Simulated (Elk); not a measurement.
# Double counting and the size of U in CmSe2

Wanted: spin and orbital moments of CmSe2 under several sizes and forms of the Hubbard term.

Calculated with Elk 11.2.3 (patched build); PBE; all-electron APW+lo, Dirac cores, scalar-relativistic bands with second-variational spin-orbit coupling.

**1. Starting point**

It takes space group P4/nmm (No. 129, tetragonal). The conventional cell has a = 4.096 Å, b = 4.096 Å, c = 8.369 Å, α = 90.00°, β = 90.00°, γ = 90.00°. Nearest to Cm lie 9 Se at 3.01 to 3.05 Å. Se has 4 Se at 2.90 Å and 4 Cm at 3.05 Å nearest. Nearest to Se lie 5 Cm at 3.01 Å. Farther neighbours and most contacts between anions are not listed.

Structure file:

```cif
data_structure
_symmetry_space_group_name_H-M 'P 1'
_symmetry_Int_Tables_number 1
_cell_length_a 4.0960
_cell_length_b 4.0960
_cell_length_c 8.3690
_cell_angle_alpha 90.000
_cell_angle_beta 90.000
_cell_angle_gamma 90.000
_cell_volume 140.41
loop_
_atom_site_label
_atom_site_type_symbol
_atom_site_fract_x
_atom_site_fract_y
_atom_site_fract_z
_atom_site_occupancy
Cm1 Cm 0.50000 0.00000 0.27000 1
Cm2 Cm 0.00000 0.50000 0.73000 1
Se3 Se 0.00000 0.00000 0.00000 1
Se4 Se 0.50000 0.50000 0.00000 1
Se5 Se 0.50000 0.00000 0.63000 1
Se6 Se 0.00000 0.50000 0.37000 1
```

**2. No U**

The run without a Hubbard term is the reference.

The last three numbers of an atom's line are a seed field in its sphere. It points against the wanted moment and shrinks by the factor reducebf each loop.

elk.in

```
tasks
  0
  15

xctype
  20

rgkmax
  7.0

nempty
  12

swidth
  0.001

reducebf
  0.7

epsengy
  1e-05

maxscl
  150

lmaxi
  3

spinorb
  .true.

cmagz
  .true.

spinpol
  .true.

sppath
  './'

avec
  7.74031820647 0.00000000000 0.00000000000
  0.00000000000 7.74031820647 0.00000000000
  0.00000000000 0.00000000000 15.81511793699

atoms
  2
  'Cm.in'
  2
  0.5000000000 0.0000000000 0.2700000000   0.000000 0.000000 -0.750000
  0.0000000000 0.5000000000 0.7300000000   0.000000 0.000000 0.750000
  'Se.in'
  4
  0.0000000000 0.0000000000 0.0000000000   0.000000 0.000000 0.000000
  0.5000000000 0.5000000000 0.0000000000   0.000000 0.000000 0.000000
  0.5000000000 0.0000000000 0.6300000000   0.000000 0.000000 0.000000
  0.0000000000 0.5000000000 0.3700000000   0.000000 0.000000 0.000000

ngridk
  4 4 2
```

The run is started by

```sh
$ OMP_NUM_THREADS=16 elk
```

Numbers of over 12 decimals in the logs are rounded to 6 here.

What it wrote:

```text
Warning(chksvso): spin-orbit splittings by the second variation are low [figures from our tests cut]: local-orbitals by j (lorbdm 7 and 8, zora) mend levels alone

--- INFO.OUT ---
┌─────────────────────────┐
│ Elk code version 11.2.3 │
└─────────────────────────┘

All units are atomic (Hartree, Bohr, etc.)

┌─────────────────────────────────────────────────┐
│ Ground-state run starting from atomic densities │
└─────────────────────────────────────────────────┘

Lattice vectors :
   7.740318206       0.000000000       0.000000000
   0.000000000       7.740318206       0.000000000
   0.000000000       0.000000000       15.81511794

Species : 1 (Cm)
 parameters loaded from : Cm.in
 name : curium
 nuclear charge    :   -96.00000000
 electronic charge :    96.00000000
 atomic mass :    450253.4561
 muffin-tin radius :    3.000000000
 number of radial points in muffin-tin :   1593
 inner part over the whole radius :   0.9921970442E-02
 number on inner part of muffin-tin    :   1148
 approximate nuclear radius :   0.1109296213E-03
 number of mesh points to nuclear radius :    609
 atomic positions (lattice), magnetic fields (Cartesian) :
  1 :   0.00000000  0.00000000  0.00000000    0.00000000  0.00000000 -0.75000000
  2 :   0.50000000  0.50000000  0.46000000    0.00000000  0.00000000  0.75000000

Species : 2 (Se)
 parameters loaded from : Se.in
 name : selenium
 nuclear charge    :   -34.00000000
 electronic charge :    34.00000000
 atomic mass :    143935.2749
 muffin-tin radius :    2.400000000
 number of radial points in muffin-tin :    993
 inner part over the whole radius :   0.9976188588E-02
 number on inner part of muffin-tin    :    703
 approximate nuclear radius :   0.7785908700E-04
 number of mesh points to nuclear radius :    342
 atomic positions (lattice), magnetic fields (Cartesian) :
  1 :   0.50000000  0.00000000  0.73000000    0.00000000  0.00000000  0.00000000
  2 :   0.00000000  0.50000000  0.73000000    0.00000000  0.00000000  0.00000000
  3 :   0.00000000  0.00000000  0.36000000    0.00000000  0.00000000  0.00000000
  4 :   0.50000000  0.50000000  0.10000000    0.00000000  0.00000000  0.00000000

Total number of atoms per unit cell :    6
Total muffin-tin volume :    457.8180142
 ratio of muffin-tin to unit cell volume :   0.4831731721

Spin treatment :
 spin-polarised
 spin-orbit coupling
 global magnetic field (Cartesian) :    0.000000000       0.000000000       0.000000000
 collinear magnetisation in z-direction

Number of Bravais lattice symmetries :   16
Number of crystal symmetries         :    8
Crystal has no inversion symmetry
Complex Hermitian eigensolver will be used

k-point grid :      4     4     2
k-point offset :    0.000000000       0.000000000       0.000000000
k-point set is reduced with full crystal symmetry group
Total number of k-points :       12

Muffin-tin radius times maximum |G+k| :    7.000000000
 using average radius
Maximum |G+k| for APW functions       :    2.692307692
Maximum (1/2)|G+k|²                   :    3.624260355
Maximum |G| for potential and density :    12.00000000
Constant for pseudocharge density :    9
 order of it for each species :   16  16
 order of it for pair densities of each species (exact exchange by exxq0 0: 16) :   13   8
Radial integration step length :    1

G-vector grid sizes :     30    30    63
Number of G-vectors :    27669

Maximum angular momentum used for
 APW functions            :    8
 outer part of muffin-tin :    6
 inner part of muffin-tin :    3

Number of empty states         :     72
Total number of valence states :    246
Total number of core states    :    228

Third-order local-orbitals added for an l without core states : T
Total number of local-orbitals :    134

Exchange-correlation functional :     20     0     0
 Perdew-Burke-Ernzerhof, Phys. Rev. Lett. 77, 3865 (1996)
 gradient requirement :    1
 generalised gradient approximation (GGA)

Smearing type :    3
 Fermi-Dirac
Smearing width :   0.1000000000E-02
Effective electronic temperature (K) :    315.7750248

Mixing type :    3
 Broyden mixing, J. Phys. A: Math. Gen. 17, L317 (1984)

Kohn-Sham potential initialised from atomic data

┌──────────────────────────────┐
│ Self-consistent loop started │
└──────────────────────────────┘

┌─────────────────┐
│ Loop number : 1 │
└─────────────────┘

Energies :
 Fermi                       :     0.133165
 sum of occupied eigenvalues :     -45403.949346436
 electron kinetic            :      88943.870312423
 core electron kinetic       :      87724.038989587
 Coulomb                     :     -160009.92583068
 Coulomb potential           :     -132503.01435760
 nuclear-nuclear             :     -5459.6410716932
 electron-nuclear            :     -176694.85295373
 Hartree                     :      22144.568194743
 Madelung                    :     -93758.418651882
 xc potential                :     -1843.9966628414
 xc effective B-field        :    -0.869432
 external B-field            :      0.000000
 exchange                    :     -1371.1950980970
 correlation                 :     -18.872185061804
 electron entropic           :    -0.47570924476237E-04
 total energy                :     -72456.122848991
 (external B-field energy excluded from total)

Density of states at Fermi energy :    11.06326604
 (states/Hartree/unit cell)

Estimated indirect band gap :   0.5997994199E-02
 from k-point 8 to k-point 1
Estimated direct band gap   :   0.2092793749E-01
 at k-point 8

Charges :
 core                        :    228.0000000
 valence                     :    100.0000000
 interstitial                :    9.741851461
 muffin-tins (core leakage)
  species : 1 (Cm)
   atom 1                    :    94.07333711     (  0.3685875666E-04)
   atom 2                    :    94.07333711     (  0.3685875666E-04)
  species : 2 (Se)
   atom 1                    :    32.36015755     (  0.5837850291E-04)
   atom 2                    :    32.36015755     (  0.5837850291E-04)
   atom 3                    :    32.69557961     (  0.5835004390E-04)
   atom 4                    :    32.69557961     (  0.5835004390E-04)
 total in muffin-tins        :    318.2581485
 total calculated charge     :    327.9989797
 total charge                :    328.0000000
 error                       :   0.1020328422E-02

Moments :
 interstitial                :   0.2780758093E-15
 muffin-tins
  species : 1 (Cm)
   atom 1                    :    6.413746628
   atom 2                    :   -6.413746628
  species : 2 (Se)
   atom 1                    :  -0.1543869965E-20
   atom 2                    :  -0.1543869965E-20
   atom 3                    :  -0.2433853842E-03
   atom 4                    :   0.2433853842E-03
 total in muffin-tins        :  -0.2664670784E-14
 total moment                :  -0.2386594975E-14

[... earlier loops left out ...]

┌──────────────────┐
│ Loop number : 28 │
└──────────────────┘

Energies :
 Fermi                       :     0.273275
 sum of occupied eigenvalues :     -45359.792060924
 electron kinetic            :      88950.347062213
 core electron kinetic       :      87725.330928459
 Coulomb                     :     -160014.39707639
 Coulomb potential           :     -132492.76523477
 nuclear-nuclear             :     -5459.6410716932
 electron-nuclear            :     -176713.90180904
 Hartree                     :      22159.145804346
 Madelung                    :     -93768.014459006
 xc potential                :     -1816.4946150307
 xc effective B-field        :    -0.879271
 external B-field            :      0.000000
 exchange                    :     -1371.4495461409
 correlation                 :     -18.873698921347
 electron entropic           :    -0.25784842996329E-04
 total energy                :     -72454.373285024
 (external B-field energy excluded from total)

Density of states at Fermi energy :    4.203951058
 (states/Hartree/unit cell)

Estimated indirect band gap :   0.9877397616E-02
 from k-point 8 to k-point 11
Estimated direct band gap   :   0.1951505693E-01
 at k-point 8

Charges :
 core                        :    228.0000000
 valence                     :    100.0000000
 interstitial                :    9.587725425
 muffin-tins (core leakage)
  species : 1 (Cm)
   atom 1                    :    94.19370832     (  0.3567478474E-04)
   atom 2                    :    94.19370832     (  0.3567478474E-04)
  species : 2 (Se)
   atom 1                    :    32.44582934     (  0.5781612712E-04)
   atom 2                    :    32.44582934     (  0.5781612712E-04)
   atom 3                    :    32.56659963     (  0.5851084244E-04)
   atom 4                    :    32.56659963     (  0.5851084244E-04)
 total in muffin-tins        :    318.4122746
 total calculated charge     :    327.9990411
 total charge                :    328.0000000
 error                       :   0.9588836584E-03

Moments :
 interstitial                :   0.8899966131E-15
 muffin-tins
  species : 1 (Cm)
   atom 1                    :    6.460387661
   atom 2                    :   -6.460387661
  species : 2 (Se)
   atom 1                    :  -0.8171768520E-21
   atom 2                    :  -0.8171768520E-21
   atom 3                    :   0.5099971726E-02
   atom 4                    :  -0.5099971726E-02
 total in muffin-tins        :  -0.4442626822E-14
 total moment                :  -0.3552630209E-14

┌──────────────────────────────┐
│ Self-consistent loop stopped │
└──────────────────────────────┘

Wrote STATE.OUT
```

Elapsed: 4.4 min, on 16 threads of Arm Neoverse N1, shared host; peak memory 3.5 GiB.

Spin moment in the muffin-tin sphere by atom:

```tsv
atom	spin moment in the muffin-tin sphere (μB)
Cm1	6.46
Cm2	-6.46
Se3	0.00
Se4	0.00
Se5	0.01
Se6	-0.01
```

This step gave:

- density of states at the Fermi level: 0.1545 states/eV/cell
- moment between the spheres: 0 μB
- magnetization: 0 μB
- final state: antiferromagnetic

After 28 cycles the largest moment stands at 6.46 μB.

Orbital moment <L> in the sphere by atom:

```tsv
atom	x (μB)	y (μB)	z (μB)	size
Cm1	0.000	0.000	0.228	0.228
Cm2	0.000	0.000	-0.228	0.228
Se3	0.000	0.000	0.000	0.000
Se4	0.000	0.000	0.000	0.000
Se5	0.000	0.000	-0.005	0.005
Se6	0.000	0.000	0.005	0.005
```

**3. U = 4.00 eV, J = 0.50 eV on Cm f (fully localised)**

Fully localised double counting pushes orbitals towards full or empty, which suits localised shells.

elk.in: that of step 2 with these lines changed.

```diff
@@ -37,2 +37,5 @@
 
+tmwrite
+  .true.
+
 sppath
@@ -60 +63,5 @@
   4 4 2
+
+dft+u
+  1 1
+  1 3 0.146997 0.018375
```

The run is started by

```sh
$ OMP_NUM_THREADS=16 elk
```

What it wrote:

```text
Warning(gndstate): forces or DFT+U at lmaxo under 8 : 6
  [figures from our tests cut]: type lmaxo 8 and lmaxapw 10
Warning(chksvso): spin-orbit splittings by the second variation are low [figures from our tests cut]: local-orbitals by j (lorbdm 7 and 8, zora) mend levels alone

--- INFO.OUT ---
┌─────────────────────────┐
│ Elk code version 11.2.3 │
└─────────────────────────┘

All units are atomic (Hartree, Bohr, etc.)

┌─────────────────────────────────────────────────┐
│ Ground-state run starting from atomic densities │
└─────────────────────────────────────────────────┘

Lattice vectors :
   7.740318206       0.000000000       0.000000000
   0.000000000       7.740318206       0.000000000
   0.000000000       0.000000000       15.81511794

Species : 1 (Cm)
 muffin-tin radius :    3.000000000
 atomic positions (lattice), magnetic fields (Cartesian) :
  1 :   0.00000000  0.00000000  0.00000000    0.00000000  0.00000000 -0.75000000
  2 :   0.50000000  0.50000000  0.46000000    0.00000000  0.00000000  0.75000000

Species : 2 (Se)
 muffin-tin radius :    2.400000000
 atomic positions (lattice), magnetic fields (Cartesian) :
  1 :   0.50000000  0.00000000  0.73000000    0.00000000  0.00000000  0.00000000
  2 :   0.00000000  0.50000000  0.73000000    0.00000000  0.00000000  0.00000000
  3 :   0.00000000  0.00000000  0.36000000    0.00000000  0.00000000  0.00000000
  4 :   0.50000000  0.50000000  0.10000000    0.00000000  0.00000000  0.00000000

Total number of atoms per unit cell :    6
Total muffin-tin volume :    457.8180142
 ratio of muffin-tin to unit cell volume :   0.4831731721

Spin treatment :
 spin-polarised
 spin-orbit coupling
 global magnetic field (Cartesian) :    0.000000000       0.000000000       0.000000000
 collinear magnetisation in z-direction

Number of Bravais lattice symmetries :   16
Number of crystal symmetries         :    8
Crystal has no inversion symmetry
Complex Hermitian eigensolver will be used

k-point grid :      4     4     2
k-point offset :    0.000000000       0.000000000       0.000000000
k-point set is reduced with full crystal symmetry group
Total number of k-points :       12

Muffin-tin radius times maximum |G+k| :    7.000000000
 using average radius
Maximum |G+k| for APW functions       :    2.692307692
Maximum (1/2)|G+k|²                   :    3.624260355
Maximum |G| for potential and density :    12.00000000
Constant for pseudocharge density :    9
 order of it for each species :   16  16
 order of it for pair densities of each species (exact exchange by exxq0 0: 16) :   13   8
Radial integration step length :    1

G-vector grid sizes :     30    30    63
Number of G-vectors :    27669

Maximum angular momentum used for
 APW functions            :    8
 outer part of muffin-tin :    6

Number of empty states         :     72
Total number of valence states :    246
Total number of core states    :    228

Third-order local-orbitals added for an l without core states : T
Total number of local-orbitals :    134

Exchange-correlation functional :     20     0     0
 Perdew-Burke-Ernzerhof, Phys. Rev. Lett. 77, 3865 (1996)
 gradient requirement :    1
 generalised gradient approximation (GGA)

DFT+U calculation
 fully localised limit (FLL)
 see Phys. Rev. B 52, R5467 (1995)
 species : 1 (Cm), l = 3, U =   0.14699700, J =   0.01837500

Smearing type :    3
 Fermi-Dirac
Smearing width :   0.1000000000E-02
Effective electronic temperature (K) :    315.7750248

Mixing type :    3
 Broyden mixing, J. Phys. A: Math. Gen. 17, L317 (1984)

Kohn-Sham potential initialised from atomic data

┌──────────────────────────────┐
│ Self-consistent loop started │
└──────────────────────────────┘

[... earlier loops left out ...]

┌──────────────────┐
│ Loop number : 39 │
└──────────────────┘

Energies :
 Fermi                       :     0.280552
 sum of occupied eigenvalues :     -45362.508336605
 electron kinetic            :      88949.589341985
 core electron kinetic       :      87725.377500634
 Coulomb                     :     -160014.57935434
 Coulomb potential           :     -132494.78260126
 nuclear-nuclear             :     -5459.6410716932
 electron-nuclear            :     -176712.11645207
 Hartree                     :      22157.178169418
 Madelung                    :     -93767.188053712
 xc potential                :     -1816.4822243943
 xc effective B-field        :    -0.832890
 external B-field            :      0.000000
 exchange                    :     -1371.4033735802
 correlation                 :     -18.875817912234
 DFT+U                       :     0.910619
 electron entropic           :    -0.66793647483474E-05
 total energy                :     -72454.358591071
 (external B-field energy excluded from total)

Density of states at Fermi energy :    1.019302701
 (states/Hartree/unit cell)

Estimated indirect band gap :   0.1092961879E-01
 from k-point 8 to k-point 1
Estimated direct band gap   :   0.2409174893E-01
 at k-point 1

Charges :
 core                        :    228.0000000
 valence                     :    100.0000000
 interstitial                :    9.620240469
 muffin-tins (core leakage)
  species : 1 (Cm)
   atom 1                    :    94.14912474     (  0.3521968677E-04)
   atom 2                    :    94.14912474     (  0.3521968677E-04)
  species : 2 (Se)
   atom 1                    :    32.45782678     (  0.5790312805E-04)
   atom 2                    :    32.45782678     (  0.5790312805E-04)
   atom 3                    :    32.58292825     (  0.5861606997E-04)
   atom 4                    :    32.58292825     (  0.5861606997E-04)
 total in muffin-tins        :    318.3797595
 total calculated charge     :    327.9991138
 total charge                :    328.0000000
 error                       :   0.8861753471E-03

Moments :
 interstitial                :   0.1479183714E-14
 muffin-tins
  species : 1 (Cm)
   atom 1                    :    6.279727143
   atom 2                    :   -6.279727143
  species : 2 (Se)
   atom 1                    :  -0.1120815613E-20
   atom 2                    :  -0.1120815613E-20
   atom 3                    :   0.2657809672E-01
   atom 4                    :  -0.2657809672E-01
 total in muffin-tins        :  -0.8916478667E-15
 total moment                :   0.5875358478E-15

┌──────────────────────────────┐
│ Self-consistent loop stopped │
└──────────────────────────────┘

Warning : forces or DFT+U at lmaxo under 8 : 6

Wrote STATE.OUT
```

Elapsed: 7.5 min, on 16 threads; peak memory 3.5 GiB; 2.1 h of CPU time.

Spin moment in the muffin-tin sphere by atom:

```tsv
atom	spin moment in the muffin-tin sphere (μB)
Cm1	6.28
Cm2	-6.28
Se3	0.00
Se4	0.00
Se5	0.03
Se6	-0.03
```

Numbers from this step:

```yaml
density_of_states_at_the_fermi_level: 0.03746 states/eV/cell
moment_between_the_spheres: 0 μB
magnetization: 0 μB
final_state: antiferromagnetic
```

The largest spin moment is -0.18 μB from that of the first run.

Orbital moment <L> in the sphere by atom:

```tsv
atom	x (μB)	y (μB)	z (μB)	size
Cm1	0.000	0.000	0.333	0.333
Cm2	0.000	0.000	-0.333	0.333
Se3	0.000	0.000	0.000	0.000
Se4	0.000	0.000	0.000	0.000
Se5	0.000	0.000	0.000	0.000
Se6	0.000	0.000	0.000	0.000
```

FDU.OUT:

```text

   1   3 : species, l
  0.1469970000     : F^(0)
  0.2190218280     : F^(2)
  0.1463390288     : F^(4)
  0.1082670863     : F^(6)
  0.1469970000     : U
  0.1837500000E-01 : J
```

In eV, for the first corrected species: U = 4.00, J = 0.50.

Tensor moments of the density matrix of the first corrected atom (TENSMOM.OUT, the program's normalisation), largest first:

```tsv
k	p	r	magnitude	energy (Ha)
0	0	0	7.062	-0.00202
0	1	1	6.120	-0.172
1	1	0	2.460	-0.0381
1	1	2	1.488	-0.0139
2	1	3	0.5050	-0.00148
2	1	1	0.2157	-2.7e-4
1	0	1	0.1716	-1.9e-4
3	1	4	0.1461	-9.8e-5
2	0	2	0.08114	2.0e-7
4	0	4	0.04737	-7.3e-6
```

Here k is the rank of the orbital part, p = 1 marks spin, 000 is the shell's charge, 011 its spin, 101 its orbital moment and 110 the spin–orbit term.

(Part 1 of 2 ends here.)

[Logs and program files are shortened in this print: banners, set-up blocks, solver, clock and traceback lines can be left out without a mark of their own.]

[Logs are printed without paths, hosts, clocks, repeated set-up lines and the standing remarks that a program may print on its own settings, such as how far it seeks lower states.]

[Hosts, paths, dates, database ids (printed as entryN), source tags and the programs' standing remarks are cut or masked in the printed files.]

[Where a cell is said to come from a database of computed structures, the database is the Materials Project.]
